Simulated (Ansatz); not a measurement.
# H on Hf(0001): change of the work function

Aim: the work function of Hf(0001) at several coverages of H (fcc site), and the dipole that each adsorbate carries.

Main program and level: Ansatz 0.2.0; plane-wave DFT, PBE, Ansatz PAW.

## Step 1: Starting point

The cell holds 4 atoms: 4 Hf. Its edges and angles: a = 3.200 Å, b = 3.200 Å, c = 25.594 Å, α = 90.0°, β = 90.0°, γ = 60.0°. Vacuum lies along c.

## Step 2: The clean slab

The bare slab comes first, as the zero from which every change is counted. The two lowest layers are held at bulk places and the upper ones relax. The dipole correction removes the false field that a one-sided slab makes across the periodic vacuum, so each face gets a flat vacuum level of its own.

input.yaml reads:

```yaml
crystal:
  lattice:
    - [3.2, 0.0, 0.0]
    - [1.6, 2.7712812921, 0.0]
    - [0.0, 0.0, 25.5936]
  atoms:
    - { symbol: Hf, position: [0.6666666667, 0.6666666667, 0.3516504126] }
    - { symbol: Hf, position: [0.0, 0.0, 0.4505501375] }
    - { symbol: Hf, position: [0.6666666667, 0.6666666667, 0.5494498625] }
    - { symbol: Hf, position: [0.0, 0.0, 0.6483495874] }
kpoints:
  mp_grid: { grid: [12, 12, 1] }
hamiltonian:
  xc: pbe
scf:
  occupations: { method: fermi_dirac, width: 0.1 }
  convergence: { dr2_threshold: 1.0e-08 }
efield:
  axis: 3
  dipole_correction: true
  ramp_position: 0.97
  ramp_width: 0.06
relax:
  f_tol: 0.02
  max_steps: 60
  constraints: [{ sites: [0, 1] }]
output:
  write_potential: true
  write_density: true
  volumetric_format: npy
```

On the command line:

```
$ ansatz run input.yaml --threads 4 --pin off --max-ram 16384MiB --backend cpu --events-out ev --progress --plain --runs-dir out
```

The program printed:

```text
Engine: ansatz 0.2.0, aarch64-unknown-linux-gnu
Pseudopotentials: kind: paw
Pseudopotential: Hf, paw, valence charge 26, recommended cutoff 420 eV (normal), Hf.paw.azcp
Functional definition: PBE
  parameter kappa = 0.804
  parameter beta = 0.066725
  exchange = pbe_x(kappa = kappa, mu = beta*pi^2/3)
  correlation = pbe_c(beta = beta)
Crystal: 4 atoms, lattice volume = 226.967 Å³
Basis set: ecut = 420 eV, 4501 PW (Γ), exchange–correlation on 48×48×360 points (8 copies of the dense FFT grid, shifted against one another)
Bands: 63, of which v1, the nominal top of the filled ones, is band 52 counted from 1 (51 counted from 0)
Symmetry: 6 space group operations
k-points: 19 of 144 (time reversal used)
Non-local potential: Hf, projectors of the file, l = 0: 3, l = 1: 2, l = 2: 2, l = 3: 3
PAW form: soft (Blöchl's): semilocal exchange-correlation on the pseudo side does not see the compensation charge
PAW one-centre angular grid: Hf, 590 points (default); XC on 64 Gauss nodes
Initial density: superposition of atomic densities (neutral atoms: chi_scale 0, normalization atom), corrected by the library's trained network
Initial wavefunctions: pseudopotential atomic-orbital guess
Functional: x = pbe(κ = 0.804, μ = 0.219515), c = pbe(β = 0.066725)
SCF iter   1: F=—  HF=-62883.574226 eV  |F-HF|=—  |Δ(HF+E_count)|=         —  Δρ=6.91e-3  dr2=2.48e0  ethr=1.77e-3  p=0.000 e·Å  D=2.71e-14 V/Å  ΔV_dip=-0.00 eV  dr2_dipole=5.24e-7  V_vac-E_F(+/−)=4.47/4.47 eV  ⟨swp⟩=5.7  Hψ=3956  notcnv=0
efield: sawtooth ramp at fractional position 0.9700 (set: `efield.ramp_position`, or a place that a band, a saddle search or an elastic batch's reference lends), width 0.0600; the density the first Hamiltonian is built on has a dipole p = 0.000 e·Å; the dipole correction subtracts the counter field D = 2.71e-14 V/Å, which shifts the + side's vacuum level by -0.00 eV against the − side's; the planar-averaged density in the ramp window peaks in size at 2.6e-5 e/Å³
preconditioner: auto → LDOS  [metal: Δε(μ)=0.011 eV  Ē_g=17.068 eV  σ=0.100 eV  W_gap=0.03  n_scr=60 (ndim 8)  ℏωp=24.1 eV  f_vac=0.553  D(μ)=6.26/eV (n_scr^D=18)  β→1.0]
SCF iter   2: F=—  HF=-62883.510512 eV  |F-HF|=—  |Δ(HF+E_count)|=   6.37e-2  Δρ=2.12e-3  dr2=5.30e-2  ethr=1.77e-3  p=-0.000 e·Å  D=-3.82e-6 V/Å  ΔV_dip=0.00 eV  dr2_dipole=6.74e-7  V_vac-E_F(+/−)=4.35/4.35 eV  ⟨swp⟩=2.1  Hψ=1531  notcnv=0  defer=7
SCF iter   3: F=—  HF=-62883.507732 eV  |F-HF|=—  |Δ(HF+E_count)|=   2.78e-3  Δρ=1.29e-3  dr2=1.82e-2  ethr=5.10e-5  p=0.000 e·Å  D=2.75e-6 V/Å  ΔV_dip=-0.00 eV  dr2_dipole=1.17e-7  V_vac-E_F(+/−)=4.38/4.38 eV  ⟨swp⟩=2.0  Hψ=2304  notcnv=0  defer=7
SCF iter   4: F=—  HF=-62883.506374 eV  |F-HF|=—  |Δ(HF+E_count)|=   1.36e-3  Δρ=3.13e-4  dr2=1.35e-3  ethr=1.75e-5  p=0.000 e·Å  D=1.63e-6 V/Å  ΔV_dip=-0.00 eV  dr2_dipole=2.59e-8  V_vac-E_F(+/−)=4.37/4.37 eV  ⟨swp⟩=1.8  Hψ=1505  notcnv=0  defer=7
SCF iter   5: F=—  HF=-62883.506585 eV  |F-HF|=—  |Δ(HF+E_count)|=   2.11e-4  Δρ=1.18e-4  dr2=3.29e-5  ethr=1.30e-6  p=0.000 e·Å  D=8.47e-7 V/Å  ΔV_dip=-0.00 eV  dr2_dipole=1.09e-8  V_vac-E_F(+/−)=4.36/4.36 eV  ⟨swp⟩=1.8  Hψ=1734  notcnv=0  defer=7
SCF iter   6: F=—  HF=-62883.506637 eV  |F-HF|=—  |Δ(HF+E_count)|=   5.19e-5  Δρ=4.63e-5  dr2=7.25e-6  ethr=3.16e-8  p=0.000 e·Å  D=5.79e-7 V/Å  ΔV_dip=-0.00 eV  dr2_dipole=1.52e-8  V_vac-E_F(+/−)=4.36/4.36 eV  ⟨swp⟩=2.2  Hψ=2138  notcnv=0  defer=7
SCF iter   7: F=—  HF=-62883.506507 eV  |F-HF|=—  |Δ(HF+E_count)|=   1.30e-4  Δρ=1.59e-5  dr2=7.02e-7  ethr=6.97e-9  p=0.000 e·Å  D=3.08e-7 V/Å  ΔV_dip=-0.00 eV  dr2_dipole=4.33e-9  V_vac-E_F(+/−)=4.36/4.36 eV  ⟨swp⟩=2.1  Hψ=2094  notcnv=0  defer=7
SCF iter   8: F=—  HF=-62883.506508 eV  |F-HF|=—  |Δ(HF+E_count)|=   1.20e-6  Δρ=6.71e-6  dr2=1.23e-7  ethr=6.75e-10  p=0.000 e·Å  D=2.18e-7 V/Å  ΔV_dip=-0.00 eV  dr2_dipole=8.53e-10  V_vac-E_F(+/−)=4.36/4.36 eV  ⟨swp⟩=2.1  Hψ=2101  notcnv=0  defer=7
SCF iter   9: F=—  HF=-62883.506508 eV  |F-HF|=—  |Δ(HF+E_count)|=   2.68e-7  Δρ=2.35e-6  dr2=1.92e-8  ethr=1.18e-10  p=0.000 e·Å  D=1.16e-7 V/Å  ΔV_dip=-0.00 eV  dr2_dipole=6.93e-14  V_vac-E_F(+/−)=4.36/4.36 eV  ⟨swp⟩=2.1  Hψ=2128  notcnv=0  defer=7
SCF iter  10: F=-62883.506508 eV  HF=-62883.506508 eV  |F-HF|=1.14e-8  |Δ(HF+E_count)|=   5.79e-8  Δρ=9.35e-7  dr2=3.60e-9  ethr=9.62e-12  p=0.000 e·Å  D=6.53e-8 V/Å  ΔV_dip=-0.00 eV  dr2_dipole=3.71e-14  V_vac-E_F(+/−)=4.36/4.36 eV  ⟨swp⟩=9.3  Hψ=8899  notcnv=0
SCF 1 converged in 10 iterations: F = -62883.506508 eV  dr2 = 3.60e-9
  greatest PAW one-centre occupation: 0.999 electrons in one spin orbital (limit 2), on the Hf atom at site 0 (counted from 0), in its partial waves of l = 0
relax step   1: F+E_penalty+E_count = -62883.50650814 eV  Δ(F+E_penalty+E_count) = +0.000e0 eV  max|allowed force component| = 8.192e-1 eV/Å  Δτ_max = 0.0000 Å  (10 SCF iters, accepted)
Initial density: handed on by an earlier stage of this run
Initial wavefunctions: those handed on with the density
SCF iter   1: F=—  HF=-62883.670937 eV  |F-HF|=—  |Δ(HF+E_count)|=         —  Δρ=9.48e-3  dr2=3.84e0  ethr=3.10e-3  p=0.000 e·Å  D=6.60e-8 V/Å  ΔV_dip=-0.00 eV  dr2_dipole=9.17e-1  V_vac-E_F(+/−)=4.38/4.38 eV  ⟨swp⟩=4.2  Hψ=2490  notcnv=0  defer=4
efield: sawtooth ramp at fractional position 0.9700 (set: `efield.ramp_position`, or a place that a band, a saddle search or an elastic batch's reference lends), width 0.0600; the density the first Hamiltonian is built on has a dipole p = 0.000 e·Å; the dipole correction subtracts the counter field D = 6.60e-8 V/Å, which shifts the + side's vacuum level by -0.00 eV against the − side's; the planar-averaged density in the ramp window peaks in size at 1.4e-7 e/Å³
preconditioner: auto → LDOS  [metal: Δε(μ)=0.008 eV  Ē_g=17.092 eV  σ=0.100 eV  W_gap=0.02  n_scr=60 (ndim 8)  ℏωp=24.1 eV  f_vac=0.557  D(μ)=5.33/eV (n_scr^D=16)  β→1.0]
SCF iter   2: F=—  HF=-62883.538296 eV  |F-HF|=—  |Δ(HF+E_count)|=   1.33e-1  Δρ=5.98e-3  dr2=4.50e-1  ethr=3.10e-3  p=0.009 e·Å  D=7.20e-3 V/Å  ΔV_dip=-0.18 eV  dr2_dipole=3.63e-2  V_vac-E_F(+/−)=4.18/4.36 eV  ⟨swp⟩=2.5  Hψ=1712  notcnv=0  defer=10
SCF iter   3: F=—  HF=-62883.508561 eV  |F-HF|=—  |Δ(HF+E_count)|=   2.97e-2  Δρ=2.78e-3  dr2=4.73e-2  ethr=4.33e-4  p=0.006 e·Å  D=4.46e-3 V/Å  ΔV_dip=-0.11 eV  dr2_dipole=3.42e-5  V_vac-E_F(+/−)=4.27/4.38 eV  ⟨swp⟩=3.0  Hψ=2355  notcnv=0  defer=10
[...]
SCF iter   7: F=—  HF=-62883.565817 eV  |F-HF|=—  |Δ(HF+E_count)|=   2.18e-6  Δρ=1.74e-5  dr2=7.22e-7  ethr=1.52e-8  p=0.002 e·Å  D=1.44e-3 V/Å  ΔV_dip=-0.04 eV  dr2_dipole=8.37e-8  V_vac-E_F(+/−)=4.34/4.38 eV  ⟨swp⟩=2.1  Hψ=2209  notcnv=0  defer=8
SCF iter   8: F=—  HF=-62883.565680 eV  |F-HF|=—  |Δ(HF+E_count)|=   1.37e-4  Δρ=6.75e-6  dr2=4.18e-7  ethr=6.94e-10  p=0.002 e·Å  D=1.36e-3 V/Å  ΔV_dip=-0.03 eV  dr2_dipole=1.31e-7  V_vac-E_F(+/−)=4.34/4.38 eV  ⟨swp⟩=2.2  Hψ=2159  notcnv=0  defer=8
SCF iter   9: F=—  HF=-62883.565680 eV  |F-HF|=—  |Δ(HF+E_count)|=   1.20e-7  Δρ=2.37e-6  dr2=6.97e-8  ethr=4.02e-10  p=0.002 e·Å  D=1.34e-3 V/Å  ΔV_dip=-0.03 eV  dr2_dipole=2.16e-8  V_vac-E_F(+/−)=4.34/4.38 eV  ⟨swp⟩=2.3  Hψ=1598  notcnv=0  defer=8
SCF iter  10: F=—  HF=-62883.565680 eV  |F-HF|=—  |Δ(HF+E_count)|=   2.58e-8  Δρ=9.36e-7  dr2=2.09e-8  ethr=6.70e-11  p=0.002 e·Å  D=1.33e-3 V/Å  ΔV_dip=-0.03 eV  dr2_dipole=7.64e-9  V_vac-E_F(+/−)=4.34/4.38 eV  ⟨swp⟩=2.1  Hψ=1661  notcnv=0  defer=8
SCF iter  11: F=-62883.565680 eV  HF=-62883.565680 eV  |F-HF|=6.62e-10  |Δ(HF+E_count)|=   3.39e-9  Δρ=3.51e-7  dr2=1.45e-9  ethr=9.62e-12  p=0.002 e·Å  D=1.32e-3 V/Å  ΔV_dip=-0.03 eV  dr2_dipole=2.40e-10  V_vac-E_F(+/−)=4.34/4.38 eV  ⟨swp⟩=9.8  Hψ=9095  notcnv=0
SCF 3 converged in 11 iterations: F = -62883.565680 eV  dr2 = 1.45e-9
relax step   3: F+E_penalty+E_count = -62883.56567999 eV  Δ(F+E_penalty+E_count) = -5.917e-2 eV  max|allowed force component| = 1.717e-1 eV/Å  Δτ_max = 0.0893 Å  (11 SCF iters, accepted)
[...]
relax step   4: F+E_penalty+E_count = -62883.56763627 eV  Δ(F+E_penalty+E_count) = -1.956e-3 eV  max|allowed force component| = 4.706e-2 eV/Å  Δτ_max = 0.0184 Å  (8 SCF iters, accepted)
SCF iter   1: F=—  HF=-62883.568121 eV  |F-HF|=—  |Δ(HF+E_count)|=         —  Δρ=3.45e-4  dr2=2.61e-3  ethr=5.67e-5  p=0.003 e·Å  D=2.04e-3 V/Å  ΔV_dip=-0.05 eV  dr2_dipole=3.65e-5  V_vac-E_F(+/−)=4.33/4.38 eV  ⟨swp⟩=2.0  Hψ=1658  notcnv=0  defer=9
efield: sawtooth ramp at fractional position 0.9700 (set: `efield.ramp_position`, or a place that a band, a saddle search or an elastic batch's reference lends), width 0.0600; the density the first Hamiltonian is built on has a dipole p = 0.003 e·Å; the dipole correction subtracts the counter field D = 2.04e-3 V/Å, which shifts the + side's vacuum level by -0.05 eV against the − side's; the planar-averaged density in the ramp window peaks in size at 1.6e-7 e/Å³
preconditioner: auto → LDOS  [metal: Δε(μ)=0.009 eV  Ē_g=17.042 eV  σ=0.100 eV  W_gap=0.02  n_scr=60 (ndim 8)  ℏωp=24.1 eV  f_vac=0.554  D(μ)=6.18/eV (n_scr^D=18)  β→1.0]
SCF iter   2: F=—  HF=-62883.567979 eV  |F-HF|=—  |Δ(HF+E_count)|=   1.42e-4  Δρ=1.79e-4  dr2=3.66e-4  ethr=2.51e-6  p=0.002 e·Å  D=1.74e-3 V/Å  ΔV_dip=-0.04 eV  dr2_dipole=1.22e-5  V_vac-E_F(+/−)=4.34/4.38 eV  ⟨swp⟩=2.0  Hψ=1515  notcnv=0  defer=9
SCF iter   3: F=—  HF=-62883.567967 eV  |F-HF|=—  |Δ(HF+E_count)|=   1.25e-5  Δρ=8.58e-5  dr2=3.95e-5  ethr=3.52e-7  p=0.002 e·Å  D=1.86e-3 V/Å  ΔV_dip=-0.05 eV  dr2_dipole=3.65e-8  V_vac-E_F(+/−)=4.33/4.38 eV  ⟨swp⟩=2.0  Hψ=2093  notcnv=0  defer=9
SCF iter   4: F=—  HF=-62883.567971 eV  |F-HF|=—  |Δ(HF+E_count)|=   4.31e-6  Δρ=2.41e-5  dr2=7.73e-6  ethr=3.79e-8  p=0.002 e·Å  D=1.84e-3 V/Å  ΔV_dip=-0.05 eV  dr2_dipole=2.66e-6  V_vac-E_F(+/−)=4.33/4.38 eV  ⟨swp⟩=2.0  Hψ=2095  notcnv=0  defer=9
SCF iter   5: F=—  HF=-62883.567835 eV  |F-HF|=—  |Δ(HF+E_count)|=   1.36e-4  Δρ=9.27e-6  dr2=2.80e-7  ethr=7.43e-9  p=0.002 e·Å  D=1.84e-3 V/Å  ΔV_dip=-0.05 eV  dr2_dipole=1.37e-9  V_vac-E_F(+/−)=4.33/4.38 eV  ⟨swp⟩=2.0  Hψ=1657  notcnv=0  defer=9
SCF iter   6: F=—  HF=-62883.567835 eV  |F-HF|=—  |Δ(HF+E_count)|=   7.87e-8  Δρ=3.23e-6  dr2=5.28e-8  ethr=2.69e-10  p=0.002 e·Å  D=1.85e-3 V/Å  ΔV_dip=-0.05 eV  dr2_dipole=4.35e-9  V_vac-E_F(+/−)=4.33/4.38 eV  ⟨swp⟩=2.0  Hψ=2116  notcnv=0  defer=9
SCF iter   7: F=—  HF=-62883.567835 eV  |F-HF|=—  |Δ(HF+E_count)|=   3.57e-8  Δρ=1.30e-6  dr2=1.03e-8  ethr=9.62e-12  p=0.002 e·Å  D=1.86e-3 V/Å  ΔV_dip=-0.05 eV  dr2_dipole=3.94e-10  V_vac-E_F(+/−)=4.33/4.38 eV  ⟨swp⟩=10.3  Hψ=9635  notcnv=0
SCF iter   8: F=-62883.567835 eV  HF=-62883.567835 eV  |F-HF|=5.09e-11  |Δ(HF+E_count)|=   6.89e-9  Δρ=5.25e-7  dr2=1.69e-9  ethr=9.62e-12  p=0.002 e·Å  D=1.86e-3 V/Å  ΔV_dip=-0.05 eV  dr2_dipole=5.32e-10  V_vac-E_F(+/−)=4.33/4.38 eV  ⟨swp⟩=9.7  Hψ=8498  notcnv=0
SCF 5 converged in 8 iterations: F = -62883.567835 eV  dr2 = 1.69e-9
relax step   5: F+E_penalty+E_count = -62883.56783470 eV  Δ(F+E_penalty+E_count) = -1.984e-4 eV  max|allowed force component| = 1.704e-3 eV/Å  Δτ_max = 0.0094 Å  (8 SCF iters, accepted)
NSCF: frozen V_eff on 19 k-points
the band table was solved once a step of the walk had ended and its energy, with any forces and stress, was formed, with the checks that follow a solve (5245 applications of the Hamiltonian). They found nothing against the state; the energy, forces and stress were not computed again (output.eigenvalues in the input reference)
WARN: The output density's exchange-correlation potential varies sharply where the density is thin. Do not read a vacuum level from v_tot or v_xc, or from such a field of the output density. On a cell that repeats whose density bears no net charge and no dipole along the vacuum's axis use v_es (v_loc + v_h of the components); under efield.dipole_correction with no amplitude use v_es + v_field, which holds any externa [...]
SCF converged after 8 iterations
Free energy (F): -62883.567835 eV
Harris-Foulkes:  -62883.567835 eV  (|F-HF|=5.09e-11)
Internal energy: -62883.372085 eV  (E = F + TS)
E sigma→0 (E₀):  -62883.469960 eV
Entropy (-TS):   -0.195750 eV (-48.937 meV/atom)
Fermi energy:    5.322127 eV
Dipole field:    D = 0.001891 V/Å  (p = 0.002372 e·Å, saw-weighted, corrected)
Work function:   Φ+ = 4.3323 eV   Φ− = 4.3807 eV
Levels:          The Fermi level and band energies are counted from a zero that moves with the ramp; work functions are not
--- Per-component energies (eV) ---
  E_band       = -1375.554868
  E_kinetic    = 1692.852933
  E_local      = -198039.683772  (includes V_loc(G=0)·N_el)
  E_nonlocal   = -4977.793772
  E_hartree    = 97660.541322
  E_xc         = -1197.750381
  E_vxc        = -1061.044369  (∫ρ·V_xc dr)
  E_paw        = -27710.418735  (= ΣΔE_a)
  E_vpaw       = 5689.037659  (= ΣTr[D̂ρ^β])
  E_aug_tail   = -0.000005  (compensation charges beyond the density's cutoff)
  E_efield     = 0.000002  (sawtooth field / dipole correction)
  E_vefield    = -0.003193  (∫n·V_field dr)
  E_ewald      = 69688.880323
  E_smearing   = -0.195750  (= −TS)
  E_closure    = -0.000000  (closes the sum)
  Σ components = -62883.567835   (vs F -62883.567835, Δ=0.00e0)
--- Forces (eV/Å), atoms counted from 1 ---
  atom   1  Hf    -0.00000000     0.00000000     0.66028476
  atom   2  Hf     0.00000000    -0.00000000    -0.65727949
  atom   3  Hf    -0.00000000     0.00000000    -0.00130238
  atom   4  Hf     0.00000000    -0.00000000    -0.00170409
  max |Σ_I F_I| component: 1.19e-6 eV/Å
--- Band table (eV; the first three rows and the last of 19) ---
  k-point 0: bands = [... 48 lower, 5.0697, 5.3423, 5.7534, 6.0479, 6.3967, 6.3967, 6.4979, 6.4979, ... 7 higher]
  k-point 1: bands = [... 48 lower, 4.9871, 5.2870, 5.5948, 5.9285, 6.2135, 6.2357, 6.5548, 6.5574, ... 7 higher]
  k-point 2: bands = [... 48 lower, 4.6880, 4.9972, 5.1933, 5.5914, 5.7265, 5.9912, 6.3752, 6.6642, ... 7 higher]
  k-point 18: bands = [... 48 lower, 4.0352, 4.2042, 4.2896, 5.2805, 5.3081, 5.4817, 5.5196, 5.7372, ... 7 higher]
--- Relaxed structure (5 steps of the walk, 4 accepted, 0 SCFs on fresh bases) ---
  F+E_penalty+E_count = -62883.56783470 eV   max|allowed force component| = 1.704e-3 eV/Å
  atoms:
    - { symbol: Hf, position: [0.666667, 0.666667, 0.3516504126] }
    - { symbol: Hf, position: [0.0, 0.0, 0.4505501375] }
    - { symbol: Hf, position: [0.666667, 0.666667, 0.553686] }
    - { symbol: Hf, position: [0, 0, 0.646654] }
```

Wall time 34 s (4 threads of Arm Neoverse V1, shared host); peak memory 0.71 GiB.

Reading the cycles: dr2 is the Hartree energy of the density residual (eV), the measure of convergence; HF is the Harris–Foulkes estimate of the energy, which meets the free energy F at convergence.

Step by step:

```
step  energy less that of the first step (eV)  largest force component (eV/Å)
   1                                   0.0000                          0.8192
   2                                   0.0064                          1.1135
   3                                  -0.0592                          0.1717
   4                                  -0.0611                          0.0471
   5                                  -0.0613                          0.0017
```

Relaxation step 2 was tried and not accepted.

Forces are held to the 6 operations that the program found; a distortion that breaks them can't arise in this run.

The atoms that moved most (Å):

```
atom     dx     dy      dz  length
 Hf3  0.000  0.000   0.108   0.108
 Hf4  0.000  0.000  -0.043   0.043
```

The relaxed structure:

```xyz
4
Lattice="3.2000 0.0000 0.0000 1.6000 2.7713 0.0000 0.0000 0.0000 25.5936" Properties=species:S:1:pos:R:3
Hf    3.2000    1.8475    9.0000
Hf    0.0000    0.0000   11.5312
Hf    3.2000    1.8475   14.1708
Hf    0.0000    0.0000   16.5502
```

Numbers from this step:

| Item | Value |
| --- | --- |
| energy at zero smearing | -62883.4700 eV |
| work function, upper face | 4.332 eV |
| work function, lower face | 4.381 eV |
| dipole along the normal | 0.002372 e·Å |
| step between the vacuum levels | -0.04841 eV |

Running mean over 2.5312 Å of the planar mean; the ramp of the sawtooth is left out. The electron's electrostatic potential energy less the Fermi level by z:

```
z (Å)  electron's electrostatic potential energy less the Fermi level (eV)
  3.0                                                                 4.38
  3.5                                                                 4.38
  4.0                                                                 4.38
  4.5                                                                 4.37
  5.0                                                                 4.35
  5.5                                                                 4.30
  6.0                                                                 4.13
  6.5                                                                 3.64
  7.0                                                                 2.31
  7.5                                                               -0.568
  8.0                                                                -4.04
  8.5                                                                -6.61
  9.0                                                                -7.41
  9.5                                                                -7.41
 10.0                                                                -7.30
 10.5                                                                -7.25
 11.0                                                                -7.26
 11.5                                                                -7.25
 12.0                                                                -7.07
 12.5                                                                -6.75
 13.0                                                                -6.68
 13.5                                                                -6.90
 14.0                                                                -7.23
 14.5                                                                -7.58
 15.0                                                                -8.07
 15.5                                                                -8.20
 16.0                                                                -7.96
 16.5                                                                -7.55
 17.0                                                                -6.75
 17.5                                                                -4.37
 18.0                                                               -0.937
 18.5                                                                 2.06
 19.0                                                                 3.51
 19.5                                                                 4.05
 20.0                                                                 4.24
 20.5                                                                 4.30
 21.0                                                                 4.32
 21.5                                                                 4.33
 22.0                                                                 4.33
 22.5                                                                 4.33
```

The relaxation took 5 steps and lowered the energy by 0.061 eV; the largest force on the free atoms ends at 0.0017 eV/Å.

The work function of the upper face is 4.33 eV.

[end of part 1 of 4]

[Long decimals in the printed logs are rounded to 6 places.]

[Logs are printed without paths, hosts, clocks, repeated set-up lines and the standing remarks that a program may print on its own settings, such as how far it seeks lower states.]

[Hosts, paths, dates, database ids (printed as entryN), source tags and the programs' standing remarks are cut or masked in the printed files.]

[Maps of the electrostatic potential energy from Ansatz leave out the sawtooth potential of an applied field or a dipole correction, so their vacuum need not be flat; planar profiles and work functions include it.]
